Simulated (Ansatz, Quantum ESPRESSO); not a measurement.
# DyHSe (P-6m2): modes at Γ and the response to a field, part 3 of 3

Wanted: the vibrations of DyHSe (P-6m2) at Γ, by two programs.

Quantum ESPRESSO 7.5; DFT PBEsol, scalar-relativistic, plane waves, PseudoDojo norm-conserving, 4f in core pseudopotentials.

So far, highest mode moved by the LO-TO term (cm⁻¹): step 8 (the LO-TO splitting (1 0 0)) 1215. The relaxed cell has a = 3.780, c = 3.844 Å (conventional setting).

### 9. Modes along a direction of q (0 0 1)

dynmat.in reads:

```
&INPUT
  fildyn = 'g.dyn'
  asr    = 'simple'
  fileig = 'dynmat.eig'
  q(1)   = 0.0
  q(2)   = 0.0
  q(3)   = 1.0
/
```

Run with:

```sh
$ dynmat.x -in dynmat.in > dynmat.out
```

Numbers of over 12 decimals in the logs are rounded to 6 here.

What it wrote:

```text
[banner, memory and clock lines left out]
Program DYNMAT v.7.5

     Reading Dynamical Matrix from file g.dyn
     ...Force constants read
     ...epsilon and Z* read

     Polarizability (A^3 units)
     multiply by 0.265576 for Clausius-Mossotti correction
        31.675201    0.000000    0.000000
         0.000000   31.675201    0.000000
         0.000000   -0.000000   30.868478

     IR activities are in (D/A)^2/amu units

# mode   [cm-1]    [THz]      IR
    1     -0.00   -0.0000    0.0000
    2      0.00    0.0000    0.0000
    3      0.00    0.0000    0.0000
    4    172.88    5.1829    1.7476
    5    172.88    5.1829    1.7476
    6    230.16    6.8999    3.1846
    7    733.86   22.0005    8.1777
    8   1124.86   33.7225   43.9733
    9   1124.86   33.7225   43.9733

[end of the log left out, with the tail of the file of modes that dynmat.x writes under the same name]
```

Wall time 0.47 s (1 thread of Arm Neoverse V2, shared host).

Numbers from this step:

```yaml
highest_mode_moved_by_the_lo_to_term: 733.9 cm⁻¹
```

Zone-centre frequencies as printed; negative means imaginary. Modes:

```
mode  frequency (cm⁻¹)
   1                 0
   2                 0
   3                 0
   4             172.9
   5             172.9
   6             230.2
   7             733.9
   8              1125
   9              1125
```

The field moves 2 modes; the highest of them now lies at 734 cm⁻¹, where the highest that moved away lay at 707.

### 10. The LO-TO splitting (1 1 1)

dynmat.in reads:

```
&INPUT
  fildyn = 'g.dyn'
  asr    = 'simple'
  fileig = 'dynmat.eig'
  q(1)   = 1.0
  q(2)   = 1.0
  q(3)   = 1.0
/
```

Run with:

```sh
$ dynmat.x -in dynmat.in > dynmat.out
```

What it wrote:

```text
[banners, grids, parts of the stress and lines that vanish by symmetry left out]
[banner, memory and clock lines left out]
Program DYNMAT v.7.5

     Reading Dynamical Matrix from file g.dyn
     ...Force constants read
     ...epsilon and Z* read

     Polarizability (A^3 units)
     multiply by 0.265576 for Clausius-Mossotti correction
        31.675201    0.000000    0.000000
         0.000000   31.675201    0.000000
         0.000000   -0.000000   30.868478

     IR activities are in (D/A)^2/amu units

# mode   [cm-1]    [THz]      IR
    1     -0.00   -0.0000    0.0000
    2     -0.00   -0.0000    0.0000
[...]
8   1124.86   33.7225   43.9733
    9   1187.38   35.5967   44.2327

[end of the log left out, with the tail of the file of modes that dynmat.x writes under the same name]
```

It took 0.47 s on 1 thread.

This step gave:

```yaml
highest_mode_moved_by_the_lo_to_term: 1187 cm⁻¹
```

Zone-centre frequencies as printed; negative means imaginary. Modes:

```
mode  frequency (cm⁻¹)
   1                 0
   2                 0
   3                 0
   4             172.9
   5             178.9
   6               210
   7             714.4
   8              1125
   9              1187
```

The field moves 4 modes; the highest of them now lies at 1187 cm⁻¹, where the highest that moved away lay at 1125.

### 11. The same in Ansatz

A second program on the same cell, potentials, cutoff and meshes tests the implementation of the phonon response, not its convergence. Its field response is summed in its own way. Its k mesh is centred on Γ.

This step: DFT PBEsol, scalar-relativistic, plane waves, norm-conserving pseudopotentials, 4f in core (Ansatz 0.2.0).

input.yaml reads:

```yaml
crystal:
  lattice:
    - [3.7803582127, 0.0, 0.0]
    - [-1.8901791073, 3.2738862471, 0.0]
    - [0.0, 0.0, 3.8437066194]
  atoms:
    - { symbol: Dy, position: [0.0, 0.0, 0.0] }
    - { symbol: H, position: [0.3333333333, 0.6666666667, 0.0] }
    - { symbol: Se, position: [0.6666666667, 0.3333333333, 0.5] }
kpoints:
  mp_grid: { grid: [9, 9, 6] }
hamiltonian:
  xc: pbesol
  pseudopotentials:
    kind: nc
    azcp: { Dy: "pseudopotentials/pbe/nc/lanthanide_3plus/Dy.nc.azcp" }
    accuracy: standard
scf:
  occupations: { method: fixed }
output:
  eigenvalues: true
basis:
  ecutwfc: 1061.244
phonons:
  method: dfpt
  dielectric: true
  rigid_motions: translations
```

Run with:

```sh
$ ansatz run input.yaml --threads 8 --pin off --max-ram 16384MiB --backend cpu --events-out ev --progress --plain --runs-dir out
```

What it wrote:

```text
Warning: basis.ecutwfc = 1061.244 eV is below the records' recommended 1170.089609 eV, and the density's cutoff is lower with it unless basis.ecutrho_ratio is high enough to keep the records' density cutoff: compare with a run at a higher cutoff
Warning: <dir> the record states the generating functional pbe (its physics header spells it `PBE`), which answers neither for hamiltonian.xc's functional nor for the pbesol family's — results may be inconsistent (PPs are generated against a specific XC)
Engine: ansatz 0.2.0, aarch64-unknown-linux-gnu
Pseudopotentials: kind: nc
Pseudopotential: Dy, nc, valence charge 11, recommended cutoff 625.861884 eV (normal), <dir>
Pseudopotential: H, nc, valence charge 1, recommended cutoff 979.609905 eV (normal), H.nc.azcp (PseudoDojo's, or run here from an input of PseudoDojo's; its table is named by hamiltonian.pseudopotentials.accuracy)
Pseudopotential: Se, nc, valence charge 16, recommended cutoff 1170.089609 eV (normal), Se.nc.azcp (PseudoDojo's, or run here from an input of PseudoDojo's; its table is named by hamiltonian.pseudopotentials.accuracy)
Functional definition: PBEsol
  exchange = pbesol_x
  correlation = pbesol_c
Crystal: 3 atoms, lattice volume = 47.571 Å³
Basis set: ecut = 1061.244 eV, 3759 PW (Γ), exchange–correlation on 90×90×90 points (8 copies of the dense FFT grid, shifted against one another)
Bands: 18, of which v1, the nominal top of the filled ones, is band 14 counted from 1 (13 counted from 0)
Symmetry: 12 space group operations
k-points: 140 of 486 (irreducible under 2 space group operations, time reversal used)
Non-local potential: Dy, projectors of the file, l = 0: 2, l = 1: 2, l = 2: 2, l = 3: 1
Non-local potential: H, projectors of the file, l = 0: 2, l = 1: 1
Non-local potential: Se, projectors of the file, l = 0: 2, l = 1: 2, l = 2: 2
Initial density: superposition of atomic densities (chi_scale 0.1, normalization cell, long waves kept (reshape's long-wave potential 0.00 eV rms))
Initial wavefunctions: pseudopotential atomic-orbital guess
Functional: x = pbesol(κ = 0.804, μ = 0.123457), c = pbesol(β = 0.046)
SCF iter   1: F=—  HF=-4496.067744 eV  |F-HF|=—  |Δ(HF+E_count)|=         —  Δρ=7.92e-2  dr2=5.21e0  ethr=3.10e-3  ⟨swp⟩=5.1  Hψ=12193  notcnv=0  defer=200
preconditioner: auto → none  [insulator: Δε(μ)=1.103 eV  Ē_g=8.271 eV  n_scr=8 (ndim 8)  ℏωp=17.0 eV  f_vac=0.000  ε∞_Penn≈5.2]
SCF iter   2: F=—  HF=-4494.396440 eV  |F-HF|=—  |Δ(HF+E_count)|=    1.67e0  Δρ=2.74e-2  dr2=5.76e-1  ethr=3.10e-3  ⟨swp⟩=4.2  Hψ=7416  notcnv=0  defer=240
SCF iter   3: F=—  HF=-4494.226563 eV  |F-HF|=—  |Δ(HF+E_count)|=   1.70e-1  Δρ=1.08e-2  dr2=3.38e-2  ethr=2.06e-3  ⟨swp⟩=3.6  Hψ=4863  notcnv=0  defer=271
SCF iter   4: F=—  HF=-4494.218100 eV  |F-HF|=—  |Δ(HF+E_count)|=   8.46e-3  Δρ=1.83e-3  dr2=9.55e-4  ethr=1.21e-4  ⟨swp⟩=3.1  Hψ=4462  notcnv=0  defer=276
SCF iter   5: F=—  HF=-4494.218485 eV  |F-HF|=—  |Δ(HF+E_count)|=   3.85e-4  Δρ=8.56e-4  dr2=7.81e-5  ethr=3.41e-6  ⟨swp⟩=2.9  Hψ=5107  notcnv=0  defer=278
SCF iter   6: F=—  HF=-4494.218462 eV  |F-HF|=—  |Δ(HF+E_count)|=   2.32e-5  Δρ=8.75e-5  dr2=1.89e-6  ethr=2.79e-7  ⟨swp⟩=2.1  Hψ=4574  notcnv=0  defer=274
SCF iter   7: F=—  HF=-4494.218511 eV  |F-HF|=—  |Δ(HF+E_count)|=   4.88e-5  Δρ=1.70e-5  dr2=1.10e-7  ethr=6.74e-9  ⟨swp⟩=3.5  Hψ=4975  notcnv=0  defer=262
SCF iter   8: F=—  HF=-4494.218511 eV  |F-HF|=—  |Δ(HF+E_count)|=  1.55e-11  Δρ=6.62e-6  dr2=5.43e-9  ethr=3.94e-10  ⟨swp⟩=3.5  Hψ=5357  notcnv=0  defer=262
SCF iter   9: F=—  HF=-4494.218511 eV  |F-HF|=—  |Δ(HF+E_count)|=   2.10e-9  Δρ=6.05e-7  dr2=1.09e-10  ethr=1.94e-11  ⟨swp⟩=2.7  Hψ=4744  notcnv=0  defer=260
SCF iter  10: F=-4494.218511 eV  HF=-4494.218511 eV  |F-HF|=1.91e-11  |Δ(HF+E_count)|=  3.64e-11  Δρ=4.59e-7  dr2=2.69e-11  ethr=1.00e-12  ⟨swp⟩=15.8  Hψ=19006  notcnv=0
SCF 1 converged in 10 iterations: F = -4494.218511 eV  dr2 = 2.69e-11
NSCF: frozen V_eff on 4 k-points
DFPT response loops at Γ: preconditioner auto → none (the input reference at scf.mixing.eps_inf says where Resta's filter doesn't serve); β = 0.50; Broyden in place of MSR1
── the response to a field inside a basis, on 14×14×12 k-points: an SCF that follows is theirs, and a resumed run solves both again ──
Bands: 15, of which v1, the nominal top of the filled ones, is band 14 counted from 1 (13 counted from 0)
k-points: 336
Initial density: handed on by an earlier stage of this run
Initial wavefunctions: pseudopotential atomic-orbital guess (no wavefunctions were taken with the density)
Eigensolver: Dense (336 Hₖ)
SCF iter   1: F=—  HF=-4494.213794 eV  |F-HF|=—  |Δ(HF+E_count)|=         —  Δρ=2.78e-4  dr2=4.30e-6  ethr=1.00e-1
preconditioner: auto → none  [insulator: Δε(μ)=1.532 eV  Ē_g=7.889 eV  n_scr=8 (ndim 8)  ℏωp=17.0 eV  f_vac=0.000  ε∞_Penn≈5.7]
SCF iter   2: F=—  HF=-4494.213797 eV  |F-HF|=—  |Δ(HF+E_count)|=   2.83e-6  Δρ=1.27e-4  dr2=7.12e-7  ethr=1.54e-8
SCF iter   3: F=-4494.213799 eV  HF=-4494.213799 eV  |F-HF|=2.65e-8  |Δ(HF+E_count)|=   1.32e-6  Δρ=1.56e-5  dr2=1.50e-8  ethr=2.54e-9
SCF 1 converged in 3 iterations: F = -4494.213799 eV  dr2 = 1.50e-8
DFPT response loops at Γ: mixed as the last ones told, above
WARN: field response: ε∞ stands inside a basis, on 14×14×12 points; the force constants stand on the 9×9×6 k-mesh, whose period is 10.88 times the interband length at k = (0.0000, 0.0000, -0.5000), direct gap 1.771 eV, under 14: take them and everything formed from them as unconverged, and compare with a denser kpoints.mp_grid
SCF converged after 10 iterations
Free energy (F): -4494.218511 eV
Harris-Foulkes:  -4494.218511 eV  (|F-HF|=1.91e-11)
Internal energy: -4494.218511 eV  (E = F + TS)
E sigma→0 (E₀):  -4494.218511 eV
Fermi energy:    11.650774 eV
--- Per-component energies (eV) ---
  E_band       = -423.926001
  E_kinetic    = 2436.383086
  E_local      = -2935.168575  (includes V_loc(G=0)·N_el)
  E_nonlocal   = -1406.974743
  E_hartree    = 1079.554716
  E_xc         = -959.579294
  E_vxc        = -677.275072  (∫ρ·V_xc dr)
  E_ewald      = -2708.433701
  E_smearing   = -0.000000  (= −TS)
  E_closure    = -0.000000  (closes the sum)
  Σ components = -4494.218511   (vs F -4494.218511, Δ=0.00e0)
--- Band table (eV; the first three rows and the last of 140) ---
  k-point 0: bands = [... 10 lower, 7.8304, 9.9317, 9.9317, 10.0044, 12.9868, 15.7489, 15.7489, 16.0446]
  k-point 1: bands = [... 10 lower, 6.8916, 10.0468, 10.0468, 10.6281, 13.4947, 14.4868, 14.4868, 16.7866]
  k-point 2: bands = [... 10 lower, 5.5279, 10.2852, 10.2852, 11.3637, 13.6288, 13.6288, 14.9898, 16.0937]
  k-point 139: bands = [... 10 lower, 7.2165, 7.9196, 8.6283, 9.2886, 15.8247, 15.9898, 16.9541, 17.9010]
--- Phonons (Γ-DFPT): 6 representative perturbations + reference, on 140 of 486 k-points (Σ response iterations 22) ---
  k mesh reduced under 2 symmetry operations, with k and −k counted as one. Each operation leaves every solved perturbation unchanged. A smaller set is not considered because the run solves the response to a homogeneous field
  ASR residual: 8.298e-4 → 0.000e0 eV/Å²; symmetrization residual: 1.188e-5 eV/Å²
  ASR residual per site (eV/Å²): 7.34e-5 8.48e-5 8.30e-4
  Γ frequencies (cm⁻¹): 0.00 0.00 0.00 173.45 173.45 190.11 707.42 1125.02 1125.02
  ε∞ (high-frequency dielectric tensor):
        9.221726    -0.000000     0.000000
       -0.000000     9.221726     0.000000
        0.000000     0.000000     9.107331
  ε⁰ (static dielectric tensor: ions relaxed, cell fixed):
       13.309877    -0.000000     0.000000
       -0.000000    13.309877     0.000000
        0.000000     0.000000    14.393255
  ε⁰ − ε∞ (ionic part):
        4.088151     0.000000     0.000000
        0.000000     4.088151     0.000000
        0.000000     0.000000     5.285924
  softest optical mode at Γ: 173.45 cm⁻¹; the repairs (sum rule, projections) moved no ω² at Γ by more than (7.19 cm⁻¹)²
  Born effective charges Z* (e; rows j = field, columns β = displacement):
    site 0:
         3.07716   -0.00000    0.00000
        -0.00000    3.07716    0.00000
         0.00000    0.00000    3.14073
    site 1:
        -1.36265    0.00000   -0.00000
         0.00000   -1.36265    0.00000
        -0.00000    0.00000   -0.58941
    site 2:
        -1.71450    0.00000   -0.00000
         0.00000   -1.71450   -0.00000
        -0.00000   -0.00000   -2.55132
  Z* charge neutrality: 1.357e-3 e pre-enforcement
  solved inside a basis spanned on kpoints, on 14×14×12 k-points transformed towards the longest dipole: ε∞ is read to err by 2.9e-2, Z* by 1.8e-2 e (field_mesh: kpoints solves on kpoints); Z* is corrected for what the basis lacks
  optical modes at Γ without the LO–TO term, one row a degenerate level:
      ω (cm⁻¹)  modes    IR ((D/Å)²/amu)
        173.45      2             3.4432
        190.11      1             3.7167
        707.42      1             7.5367
       1125.02      2            85.9598
  optical modes at Γ + LO–TO along q̂ = [1.0000, 0.0000, 0.0000]:
      ω (cm⁻¹)  modes    IR ((D/Å)²/amu)
        173.45      1             1.7216
        190.11      1             3.7167
        192.97      1             1.2564
        707.42      1             7.5367
       1125.02      1            42.9799
       1214.85      1            43.4451
  optical modes at Γ + LO–TO along q̂ = [0.0000, 1.0000, 0.0000]:
      ω (cm⁻¹)  modes    IR ((D/Å)²/amu)
        173.45      1             1.7216
        190.11      1             3.7167
        192.97      1             1.2564
        707.42      1             7.5367
       1125.02      1            42.9799
       1214.85      1            43.4451
  optical modes at Γ + LO–TO along q̂ = [0.0000, 0.0000, 1.0000]:
      ω (cm⁻¹)  modes    IR ((D/Å)²/amu)
        173.45      2             3.4432
        230.30      1             3.1601
        734.12      1             8.0932
       1125.02      2            85.9598
```

The job ended after 64 s (8 threads; peak memory 2.1 GiB; 8.1 min of CPU time).

This step gave:

```
sum-rule residual before enforcement             : 8.30e-4 eV/Å²
miss of the charge sum rule                      : 0.001357 e
estimated error of the dielectric tensor         : 0.02900
estimated error of the Born charges              : 0.01780 e
lowest optical zone-centre mode                  : 173.4 cm⁻¹
mean high-frequency dielectric constant          : 9.184
largest Born charge in size (third of the trace) : 3.098 e
mean static dielectric constant                  : 13.67
highest mode moved by the LO-TO term             : 1215 cm⁻¹
```

Transverse modes. Lines of the infrared spectrum (strongest = 100):

```
position (cm⁻¹)  label  IR intensity ((D/Å)²/amu), degenerate modes summed, relative
            173     E'                                                           4.0
            190   A2''                                                           4.3
            707   A2''                                                           8.8
           1125     E'                                                           100
```

The log warns that the force constants on this k mesh are to be taken as unconverged.

### 12. The two compared: QE PseudoDojo and Ansatz, PseudoDojo

Numbers from this step:

```yaml
root_mean_square_difference: 0.4 cm⁻¹
largest_difference: 0.57 cm⁻¹
```

Frequencies side by side, by row:

```
q (reciprocal lattice)  mode  QE PseudoDojo (cm⁻¹)  Ansatz, PseudoDojo (cm⁻¹)
                 0 0 0     1                     0                          0
                 0 0 0     2                     0                          0
                 0 0 0     3                     0                          0
                 0 0 0     4                 172.9                      173.4
                 0 0 0     5                 172.9                      173.4
                 0 0 0     6                 189.8                      190.1
                 0 0 0     7                   707                      707.4
                 0 0 0     8                  1125                       1125
                 0 0 0     9                  1125                       1125
```

The two runs side by side. Further quantities:

```
                                                                               quantity  QE PseudoDojo  Ansatz, PseudoDojo
                                                                                mean ε∞          9.296               9.184
largest Born charge in size (e; the first before, the second after the charge sum rule)          3.118               3.098
```

At the zone centre the largest difference (acoustic modes at Γ apart) is 0.05 % of the highest mode.

### 13. Results

```yaml
space_group_after_relaxation: P-6m2
volume_per_atom: 15.9 Å³
gap_on_the_k_mesh: 1.34 eV
highest_optical_zone_centre_mode_no_lo_to_term: 1125 cm⁻¹
lowest_optical_zone_centre_mode: 172.9 cm⁻¹
highest_mode_moved_by_the_lo_to_term: 1215 cm⁻¹
mean_high_frequency_dielectric_constant: 9.30
largest_born_charge_in_size_third_of_the_trace: 3.12 e
mean_static_dielectric_constant: 13.9
imaginary_optical_modes_at_the_zone_centre_no_q_mesh_in_this_session: none
largest_difference_from_ansatz_pseudodojo: 0.57 cm⁻¹
```

In words: At the PBEsol level the optical modes of DyHSe (P-6m2) at the zone centre (no LO-TO term) run from 173 to 1125 cm⁻¹. Along the directions run, the highest mode that the macroscopic field moves lies at 1215 cm⁻¹. Lattice motion raises the mean dielectric constant from 9.296 to 13.87. Of the 6 optical modes, 4 are both infrared and Raman active and 2 are infrared active alone. QE PseudoDojo and Ansatz, PseudoDojo agree to 0.57 cm⁻¹ (0.05 % of the highest mode compared) on all solved modes but the acoustic ones at Γ, without the LO-TO term. These are harmonic frequencies at zero temperature: anharmonic shifts and linewidths and thermal expansion are left out. Spin-orbit coupling is left out, which can matter for the heavy elements here. The 4f electrons are frozen in the core as for a trivalent ion, in files made for PBE, so their moments and any magnetic order are left out. The relaxation ran at 78 Ry, under the 86 Ry recommended for these files; the stress of so short a basis can leave the cell about one per cent too small. Ansatz warns that the cutoff lies 9 % under the one recommended for these files; agreement at one cutoff is not convergence. Ansatz's log warns that force constants on this k mesh are to be taken as unconverged, an error that the frequencies of both programs share. The structure comes from a database and need not be the phase that is stable at ambient conditions.

[Host names and launcher messages were left out of these logs when they were recorded.]

[Logs are printed without paths, hosts, clocks, repeated set-up lines and the standing remarks that a program may print on its own settings, such as how far it seeks lower states.]

[Hosts, paths, dates, database ids (printed as entryN), source tags and the programs' standing remarks are cut or masked in the printed files.]
